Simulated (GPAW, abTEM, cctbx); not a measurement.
# NaZnCl3: the scripts behind a bonding study

Short scripts, each with its output. The start was made by putting kin elements into a known structure type; the compound need not exist, or be stable, in this form.

**1. Build the all-electron density and subtract free atoms**

```text
cell
1.0
     4.908739610    0.000000000    0.000000000
     0.000000000    4.908739610    0.000000000
     0.000000000    0.000000000    4.908739610
Zn Cl Na
1 3 1
Direct
0.500000000 0.500000000 0.500000000
0.500000000 0.000000000 0.500000000
0.000000000 0.500000000 0.500000000
0.500000000 0.500000000 0.000000000
0.000000000 0.000000000 0.000000000
```

```python
import numpy as np
from ase.io import read
from ase.units import Bohr
from gpaw import GPAW, PW, FermiDirac
from gpaw.calculator import GPAW as OldGPAW
from gpaw.mpi import serial_comm, world
from scipy.special import erfc
from scipy.spatial import cKDTree

atoms = read("cell.vasp")
atoms.calc = GPAW(mode=PW(450), xc="PBE", kpts={"size": (4, 4, 4), "gamma": True},
                 occupations=FermiDirac(0.05), maxiter=120, symmetry={"tolerance": 1e-5}, txt="scf.txt")
atoms.get_potential_energy()
rho = atoms.calc.get_all_electron_density(gridrefinement=2)
moments = atoms.get_magnetic_moments() if atoms.calc.get_number_of_spins() == 2 else np.zeros(len(atoms))
total = atoms.get_magnetic_moment() if moments.any() else 0.0
if world.rank == 0:
    free = OldGPAW(mode=PW(450), xc="PBE", txt=None, communicator=serial_comm)
    neutral = atoms.copy()
    neutral.set_initial_magnetic_moments(None)
    free.initialize(neutral)
    free.set_positions(neutral)
    drho = rho - free.get_all_electron_density(gridrefinement=2)
    # GPAW starts from confined atoms: exchange their smooth part for that of the datasets' free atoms
    h = np.stack(np.meshgrid(*[np.fft.fftfreq(n, 1 / n) for n in drho.shape], indexing="ij"), -1)
    gabs = np.linalg.norm(h @ atoms.cell.reciprocal(), axis=-1)
    tails = np.fft.fftn(free.get_pseudo_density(gridrefinement=2))
    g, form, v0 = np.linspace(0, gabs.max(), 1500), {}, 0
    for e in set(atoms.symbols):
        idx = atoms.symbols.search(e)
        d = free.setups[idx[0]].data
        r, w = d.rgd.r_g * Bohr, d.rgd.r_g**2 * d.rgd.dr_g
        j0 = np.sinc(2 * g[:, None] * r)
        smooth = sum(f * p**2 for f, p in zip(d.f_j, d.phit_jg)) + np.sqrt(4 * np.pi) * d.nct_g
        full = sum(f * p**2 for f, p in zip(d.f_j, d.phi_jg)) + np.sqrt(4 * np.pi) * d.nc_g
        phase = sum(np.exp(-2j * np.pi * h @ s) for s in atoms.get_scaled_positions()[idx])
        tails -= np.interp(gabs, g, j0 @ (smooth * w)) * phase * drho.size / atoms.get_volume()
        form[e] = j0 @ (full * w)
        v0 += 2 * np.pi / 3 * 14.3996 * (full * w * r**2).sum() * len(idx)  # V A^3
    tails *= 0.5 * erfc((gabs - 1.8) / 0.25)  # the tails differ at long wavelengths alone
    drho += np.fft.ifftn(tails).real  # crystal minus superposed spherical free atoms
    np.save("drho.npy", drho)
    dv = atoms.get_volume() / drho.size
    print("grid", drho.shape, " electrons %.3f" % (rho.sum() * dv), " moved by bonding %.3f e" % (abs(drho).sum() * dv / 2))
    pts = np.indices(drho.shape).reshape(3, -1).T / drho.shape @ atoms.cell
    shifts = (np.indices((3, 3, 3)).reshape(3, -1).T - 1) @ atoms.cell
    images = (atoms.positions[None] + shifts[:, None]).reshape(-1, 3)
    dist, idx = cKDTree(images).query(pts, k=4)
    out = drho.ravel()[dist[:, 0] > 0.5]
    print("deformation density beyond 0.5 A of the nuclei: max %.3f, min %.3f e/A^3" % (out.max(), out.min()))
    tie = dist < dist[:, :1] + 1e-4
    q = -np.bincount((idx % len(atoms))[tie], (drho.ravel()[:, None] / tie.sum(1, keepdims=True) * tie)[tie], len(atoms)) * dv
    print("atom        x       y       z   Voronoi charge  moment")
    for a, s, c, m in zip(atoms, atoms.get_scaled_positions(), q, moments):
        print("%-2s%-3d %7.4f %7.4f %7.4f %10.3f %10.2f" % (a.symbol, a.index + 1, *s, c, m))
    np.savez("free.npz", g=g, **form)
    print("mean inner potential of superposed free atoms %.3f V" % (v0 / atoms.get_volume()))
    print("total magnetic moment %.3f muB" % total)
```

```console
$ OMP_NUM_THREADS=1 mpirun -n 4 gpaw python run.py > gpaw.log
```

```text
grid (50, 50, 50)  electrons 92.000  moved by bonding 0.914 e
deformation density beyond 0.5 A of the nuclei: max 0.062, min -0.087 e/A^3
atom        x       y       z   Voronoi charge  moment
Zn1    0.5000  0.5000  0.5000      0.426       0.00
Cl2    0.5000  0.0000  0.5000     -0.253       0.00
Cl3    0.0000  0.5000  0.5000     -0.253       0.00
Cl4    0.5000  0.5000  0.0000     -0.253       0.00
Na5    0.0000  0.0000  0.0000      0.333       0.00
mean inner potential of superposed free atoms 10.208 V
total magnetic moment 0.000 muB
```

Time: 9.4 s on 4 cores of AMD EPYC 9R14 (Zen 4) (shared host), peak memory 0.69 GiB.

**2. Fourier-transform the difference**

```python
from cctbx import adptbx, crystal, miller, xray
from cctbx.eltbx import tiny_pse
import numpy as np

cs = crystal.symmetry(unit_cell=(4.9087, 4.9087, 4.9087, 90, 90, 90), space_group_symbol='Hall: -P 4 2 3')  # Pm-3m
atoms = [  # label, site, U (iso, or U11 U22 U33 U12 U13 U23 in A^2), occupancy
    ("Zn1", (0.5, 0.5, 0.5), 0.0000, 1),
    ("Cl1", (0.5, 0, 0.5), 0.0000, 1),
    ("Na1", (0, 0, 0), 0.0000, 1),
]
xs = xray.structure(crystal_symmetry=cs)
for label, site, u, occ in atoms:
    u = adptbx.u_cif_as_u_star(cs.unit_cell(), u) if isinstance(u, tuple) else u
    xs.add_scatterer(xray.scatterer(label, site=site, u=u, occupancy=occ))
xs.scattering_type_registry(table="wk1995")
drho = np.load("drho.npy")
T = np.array([[1, 0, 0], [0, 1, 0], [0, 0, 1]])  # conventional axes in terms of the primitive ones
dF = np.fft.ifftn(drho) * 118.27964  # electrons a conventional cell, indexed by primitive hkl
ms = miller.build_set(cs, anomalous_flag=False, d_min=0.9).sort("resolution")
iam = ms.structure_factors_from_scatterers(xs, algorithm="direct").f_calc()
p1 = xs.expand_to_p1()
z = np.array([tiny_pse.table(sc.scattering_type).atomic_number() for sc in p1.scatterers()])
x = np.array(p1.sites_frac())
free = np.load("free.npz")
print("static structure factors of the conventional cell: F in electrons, V (Mott-Bethe) in volts")
print("   h  k  l      d  |F| table  |F| free   |F| DFT   change   |V| free  |V| DFT  change %")
for h, d, table in list(zip(ms.indices(), ms.d_spacings().data(), iam.data()))[:16]:
    df = dF[tuple(np.rint(np.linalg.solve(T, h)).astype(int))]
    phase = np.exp(2j * np.pi * x @ h)
    f = sum(np.interp(1 / d, free["g"], free[sc.scattering_type]) * p for sc, p in zip(p1.scatterers(), phase))
    fz = (z * phase).sum()
    c = 14.3996 * d * d / (np.pi * cs.unit_cell().volume())
    v0, v1 = abs(fz - f) * c, abs(fz - f - df) * c
    print("%4d%3d%3d %7.4f %9.3f %9.3f %9.3f %8.3f %9.3f %8.3f %8s" % (h + (d, abs(table), abs(f), abs(f + df), abs(f + df) - abs(f), v0, v1, "%.1f" % (100 * (v1 / v0 - 1)) if v0 > 0.02 else "-")))
```

```console
$ python run.py
```

```text
static structure factors of the conventional cell: F in electrons, V (Mott-Bethe) in volts
   h  k  l      d  |F| table  |F| free   |F| DFT   change   |V| free  |V| DFT  change %
   0  1  0  4.9087    33.319    33.328    33.381    0.053     2.495    2.445     -2.0
   0  1  1  3.4710    21.645    21.637    21.192   -0.445     1.103    1.311     18.8
   1  1  1  2.8340    21.701    21.756    22.182    0.426     3.188    3.056     -4.2
   0  2  0  2.4543    68.074    68.012    68.142    0.130     5.600    5.569     -0.5
   0  2  1  2.1952    26.533    26.482    26.483    0.001     1.778    1.777     -0.0
   1  2  1  2.0040    19.488    19.297    19.365    0.068     0.732    0.721     -1.4
   0  2  2  1.7355    57.608    57.492    57.438   -0.053     4.028    4.034      0.2
   1  2  2  1.6362    23.212    23.131    23.108   -0.023     1.335    1.338      0.2
   0  3  0  1.6362    23.212    23.131    23.115   -0.016     1.335    1.337      0.1
   0  3  1  1.5523    17.328    17.148    17.254    0.106     0.640    0.630     -1.6
   1  3  1  1.4800    13.753    13.889    13.728   -0.161     1.537    1.551      0.9
   2  2  2  1.4170    51.267    51.171    51.116   -0.056     3.177    3.181      0.1
   0  3  2  1.3614    21.101    21.040    21.046    0.006     1.075    1.074     -0.0
   1  3  2  1.3119    15.341    15.223    15.296    0.073     0.585    0.581     -0.8
   0  4  0  1.2272    46.863    46.785    46.847    0.061     2.639    2.635     -0.1
   2  3  2  1.1905    19.570    19.526    19.538    0.011     0.905    0.904     -0.1
```

Time: 0.25 s on 1 core of AMD EPYC 9R14 (Zen 4) (shared host), peak memory 0.08 GiB.

**3. Rock the beam across one reflection**

```python
import abtem
import numpy as np
from ase.build import make_supercell
from ase.io import read

abtem.config.set({"dask.lazy": False, "fft": "fftw", "diagnostics.progress_bar": False})
M = [[0, 1, 0], [-1, 0, 0], [0, 0, 1]]  # rows: x, y and beam direction in the primitive cell's axes
unit = make_supercell(read("cell.vasp"), M)
unit.set_cell(list(unit.cell.lengths()) + [90, 90, 90], scale_atoms=True)
unit.positions[:, 2] += 1.2272  # keeps atomic planes off the slice boundaries
unit.wrap()
slab = unit * (1, 1, 184)
print(slab.get_chemical_formula(), "| box %.2f x %.2f x %.2f A" % tuple(slab.cell.lengths()))

# change of the potential by bonding, from the DFT deformation density (Poisson's equation term by term)
drho = np.load("drho.npy")
prim = read("cell.vasp")
h = np.stack(np.meshgrid(*[np.fft.fftfreq(n, 1 / n) for n in drho.shape], indexing="ij"), -1).reshape(-1, 3).astype(int)
g2 = ((h @ prim.cell.reciprocal()) ** 2).sum(1)
keep = (g2 > 0) & (g2 < 2.5**2)
shape = (110, 110, 28)
vg = np.zeros(shape, complex)
hm = h[keep] @ np.array(M).T
move = np.exp(-2j * np.pi * hm[:, 2] * (1.2272 / unit.cell[2, 2] - 0.5 / shape[2]))  # the same shift, sampled at mid-points
vg[tuple(hm.T % np.array(shape)[:, None])] = -14.3996 / np.pi * (np.fft.fftn(drho).ravel() / drho.size)[keep] / g2[keep] * move
dV = np.fft.ifftn(vg).real * vg.size
dV = dV.reshape(110, 110, 2, 14).mean(3) * unit.cell[2, 2] / 2  # V A, projected in each slice
dV = np.tile(dV.transpose(2, 0, 1), (184, 1, 1))


def build(atoms):
    p = abtem.Potential(atoms, gpts=(110, 110), slice_thickness=[slab.cell[2, 2] / 368] * 368,
                        parametrization="lobato", projection="infinite", exit_planes=92).build()
    p.array[:] += BONDING * dV
    return p


def potentials():
    yield build(slab)  # atoms at rest


for label, BONDING in (("IAM", 0.0), ("DFT", 1.0)):
    print("=====", label)
    potential = build(slab)
    print("grid", potential.gpts, "slices", potential.num_slices)
    thickness = potential.exit_thicknesses
    h = np.array(M) @ np.linalg.solve(np.array([[1, 0, 0], [0, 1, 0], [0, 0, 1]]), [1, 0, 0])
    ix, iy = round(h[0]) * 1, round(h[1]) * 1
    gxy = h[:2] / unit.cell.lengths()[:2]
    along = gxy / np.hypot(*gxy)
    across = np.array([-along[1], along[0]])
    bragg = 500 * abtem.PlaneWave(energy=100000).wavelength * np.hypot(*gxy)
    print("Bragg angle %.3f mrad; beam tilted 46 mrad off the zone axis across the row" % bragg)
    print("dark-field intensity of 1 0 0 against tilt along the row, in Bragg angles")
    print("  t (A)" + "".join("%8.2f" % s for s in [0.2, 0.4, 0.6, 0.8, 1.0, 1.2, 1.4, 1.6, 1.8, 2.0, 2.2, 2.4, 2.6]))
    rows = []
    row = [(n * ix, n * iy) for n in range(-8, 9)]
    for s in [0.2, 0.4, 0.6, 0.8, 1.0, 1.2, 1.4, 1.6, 1.8, 2.0, 2.2, 2.4, 2.6]:
        tilt = -s * bragg * along + 46 * across
        dp = abtem.PlaneWave(energy=100000, tilt=tuple(tilt)).multislice(potential).diffraction_patterns(max_angle="valid").array
        rows.append(dp[:, dp.shape[1] // 2 + ix, dp.shape[2] // 2 + iy])
        if s == 1.0:
            cx, cy = dp.shape[1] // 2, dp.shape[2] // 2
            share = sum(dp[:, cx + i, cy + j] for i, j in row if abs(i) < cx and abs(j) < cy) / dp.sum(axis=(1, 2))
            total = dp.sum(axis=(1, 2))
    for t, a in list(zip(thickness, np.array(rows).T))[1:]:
        print("%7.1f" % t + "".join("%8.4f" % v for v in a))
    print("at the Bragg tilt, share in the row:", share[1:].round(3).tolist(), "total:", total[1:].round(3).tolist())
```

```console
$ python run.py
```

```text
Cl552Na184Zn184 | box 4.91 x 4.91 x 903.21 A
===== IAM
grid (110, 110) slices 368
Bragg angle 3.770 mrad; beam tilted 46 mrad off the zone axis across the row
dark-field intensity of 1 0 0 against tilt along the row, in Bragg angles
  t (A)    0.20    0.40    0.60    0.80    1.00    1.20    1.40    1.60    1.80    2.00    2.20    2.40    2.60
  225.8  0.2561  0.2664  0.2633  0.2545  0.2506  0.2553  0.2648  0.2680  0.2574  0.2256  0.1747  0.1195  0.0733
  451.6  0.3395  0.3816  0.2762  0.1259  0.0700  0.1267  0.2765  0.3800  0.3386  0.2615  0.2026  0.1276  0.0468
  677.4  0.0882  0.0864  0.1616  0.0889  0.0240  0.0877  0.1615  0.0872  0.0875  0.0837  0.0595  0.0640  0.0623
  903.2  0.0402  0.0415  0.0283  0.0926  0.3485  0.0919  0.0287  0.0412  0.0397  0.0318  0.0409  0.0249  0.0096
at the Bragg tilt, share in the row: [0.6259999871253967, 0.4410000145435333, 0.453000009059906, 0.5249999761581421] total: [0.9950000047683716, 0.9900000095367432, 0.9869999885559082, 0.984000027179718]
===== DFT
grid (110, 110) slices 368
Bragg angle 3.770 mrad; beam tilted 46 mrad off the zone axis across the row
dark-field intensity of 1 0 0 against tilt along the row, in Bragg angles
  t (A)    0.20    0.40    0.60    0.80    1.00    1.20    1.40    1.60    1.80    2.00    2.20    2.40    2.60
  225.8  0.2490  0.2578  0.2536  0.2442  0.2402  0.2450  0.2550  0.2594  0.2502  0.2200  0.1707  0.1169  0.0717
  451.6  0.3448  0.3915  0.2855  0.1303  0.0722  0.1309  0.2856  0.3898  0.3438  0.2633  0.2049  0.1307  0.0477
  677.4  0.0990  0.0939  0.1720  0.0929  0.0215  0.0911  0.1719  0.0948  0.0983  0.0967  0.0669  0.0703  0.0676
  903.2  0.0328  0.0351  0.0239  0.0959  0.3364  0.0949  0.0243  0.0348  0.0323  0.0251  0.0335  0.0204  0.0080
at the Bragg tilt, share in the row: [0.6269999742507935, 0.4339999854564667, 0.4440000057220459, 0.5260000228881836] total: [0.9950000047683716, 0.9900000095367432, 0.9869999885559082, 0.984000027179718]
```

Time: 12 s.

**4. Scan a probe**

```python
import abtem
import numpy as np
from ase.build import make_supercell
from ase.io import read

abtem.config.set({"dask.lazy": False, "fft": "fftw", "diagnostics.progress_bar": False})
M = [[0, 1, 0], [-1, 0, 0], [0, 0, 1]]  # rows: x, y and beam direction in the primitive cell's axes
unit = make_supercell(read("cell.vasp"), M)
unit.set_cell(list(unit.cell.lengths()) + [90, 90, 90], scale_atoms=True)
unit.positions[:, 2] += 0.6136  # keeps atomic planes off the slice boundaries
unit.wrap()
slab = unit * (3, 3, 8)
print(slab.get_chemical_formula(), "| box %.2f x %.2f x %.2f A" % tuple(slab.cell.lengths()))

# change of the potential by bonding, from the DFT deformation density (Poisson's equation term by term)
drho = np.load("drho.npy")
prim = read("cell.vasp")
h = np.stack(np.meshgrid(*[np.fft.fftfreq(n, 1 / n) for n in drho.shape], indexing="ij"), -1).reshape(-1, 3).astype(int)
g2 = ((h @ prim.cell.reciprocal()) ** 2).sum(1)
keep = (g2 > 0) & (g2 < 2.5**2)
shape = (36, 36, 28)
vg = np.zeros(shape, complex)
hm = h[keep] @ np.array(M).T
move = np.exp(-2j * np.pi * hm[:, 2] * (0.6136 / unit.cell[2, 2] - 0.5 / shape[2]))  # the same shift, sampled at mid-points
vg[tuple(hm.T % np.array(shape)[:, None])] = -14.3996 / np.pi * (np.fft.fftn(drho).ravel() / drho.size)[keep] / g2[keep] * move
dV = np.fft.ifftn(vg).real * vg.size
dV = dV.reshape(36, 36, 4, 7).mean(3) * unit.cell[2, 2] / 4  # V A, projected in each slice
dV = np.tile(dV.transpose(2, 0, 1), (8, 3, 3))


def build(atoms):
    p = abtem.Potential(atoms, gpts=(108, 108), slice_thickness=[slab.cell[2, 2] / 32] * 32,
                        parametrization="lobato", projection="infinite", exit_planes=16).build()
    p.array[:] += BONDING * dV
    return p


def potentials():
    yield build(slab)  # atoms at rest


for label, BONDING in (("IAM", 0.0), ("DFT", 1.0)):
    print("=====", label)
    potential = build(slab)
    print("grid", potential.gpts, "slices", potential.num_slices)
    thickness = potential.exit_thicknesses
    probe = abtem.Probe(energy=100000, semiangle_cutoff=25)
    probe.grid.match(potential)
    print("wavelength %.5f A, largest angle on the grid %.0f mrad" % (probe.wavelength, min(probe.cutoff_angles)))
    detectors = {"ABF": (12, 25), "BF": (0, 12), "LAADF": (30, 80)}  # mrad
    columns = [  # name, x, y (A)
        ("ZnCl", 2.454, 2.454),
        ("Cl", 0.000, 2.454),
        ("Na", 0.000, 0.000),
        ("void", 1.227, 1.227),
    ]
    scan = abtem.GridScan(start=(0.0000, 0.0000), end=(4.9087, 4.9087), gpts=(14, 14), endpoint=False)
    dets = [abtem.AnnularDetector(*v) for v in detectors.values()] + [abtem.PixelatedDetector(max_angle=38)]
    runs = [probe.scan(p, scan=scan, detectors=dets, max_batch=32) for p in potentials()]
    out = [sum(x[1:], x[0]) / len(x) for x in zip(*runs)]
    images = dict(zip(detectors, out))
    images["iCOM"] = out[-1].center_of_mass().integrate_gradient()
    np.save(label + "_pacbed.npy", out[-1].array.mean(axis=(1, 2)))
    print("PACBED pixel %.3f x %.3f mrad" % out[-1].angular_sampling)
    for name, im in images.items():
        im = im.interpolate(sampling=0.1, boundary="periodic").gaussian_filter(0.25)
        np.save(label + "_" + name + ".npy", im.array)
        print(name, "signal at the columns" + (", fraction of the beam" if name in detectors else ""))
        print("  t (A)     mean" + "".join("%10s" % c[0][:9] for c in columns))
        for t, a in list(zip(thickness, im.array))[1:]:
            at = [a[round((x - 0.0000) / im.sampling[0]) % a.shape[0], round((y - 0.0000) / im.sampling[1]) % a.shape[1]] for _, x, y in columns]
            print("%7.1f %8.5f" % (t, a.mean()) + "".join("%10.5f" % v for v in at))
```

```console
$ python run.py
```

```text
Cl216Na72Zn72 | box 14.73 x 14.73 x 39.27 A
===== IAM
grid (108, 108) slices 32
wavelength 0.03701 A, largest angle on the grid 90 mrad
PACBED pixel 2.514 x 2.514 mrad
ABF signal at the columns, fraction of the beam
  t (A)     mean      ZnCl        Cl        Na      void
   19.6  0.71523   0.32031   0.62933   0.69988   0.74599
   39.3  0.68901   0.48382   0.47889   0.61074   0.73715
BF signal at the columns, fraction of the beam
  t (A)     mean      ZnCl        Cl        Na      void
   19.6  0.21873   0.10219   0.23244   0.23302   0.22928
   39.3  0.21091   0.07255   0.28271   0.27500   0.22018
LAADF signal at the columns, fraction of the beam
  t (A)     mean      ZnCl        Cl        Na      void
   19.6  0.03278   0.33899   0.08415   0.03840   0.00654
   39.3  0.04266   0.11846   0.10983   0.05845   0.01532
iCOM signal at the columns
  t (A)     mean      ZnCl        Cl        Na      void
   19.6  0.02725   0.12690   0.07250   0.04531   0.00984
   39.3  0.02725   0.05867   0.10581   0.06672   0.00279
===== DFT
grid (108, 108) slices 32
wavelength 0.03701 A, largest angle on the grid 90 mrad
PACBED pixel 2.514 x 2.514 mrad
ABF signal at the columns, fraction of the beam
  t (A)     mean      ZnCl        Cl        Na      void
   19.6  0.71535   0.31975   0.63140   0.69864   0.74597
   39.3  0.68936   0.48449   0.48325   0.60696   0.73710
BF signal at the columns, fraction of the beam
  t (A)     mean      ZnCl        Cl        Na      void
   19.6  0.21873   0.10260   0.23175   0.23357   0.22937
   39.3  0.21088   0.07271   0.28077   0.27702   0.22054
LAADF signal at the columns, fraction of the beam
  t (A)     mean      ZnCl        Cl        Na      void
   19.6  0.03272   0.33890   0.08351   0.03870   0.00652
   39.3  0.04253   0.11815   0.10918   0.05903   0.01524
iCOM signal at the columns
  t (A)     mean      ZnCl        Cl        Na      void
   19.6  0.02643   0.12704   0.06994   0.04635   0.00926
   39.3  0.02643   0.05955   0.10182   0.06945   0.00241
```

Time: 5.2 s.

[Outputs are excerpts: Python notices, other lines and further rows are left out; steps that failed or that the build refused (PBEsol, TPSS) are not shown.]

[Logs are printed without paths, hosts, clocks, repeated set-up lines and the standing remarks that a program may print on its own settings, such as how far it seeks lower states.]
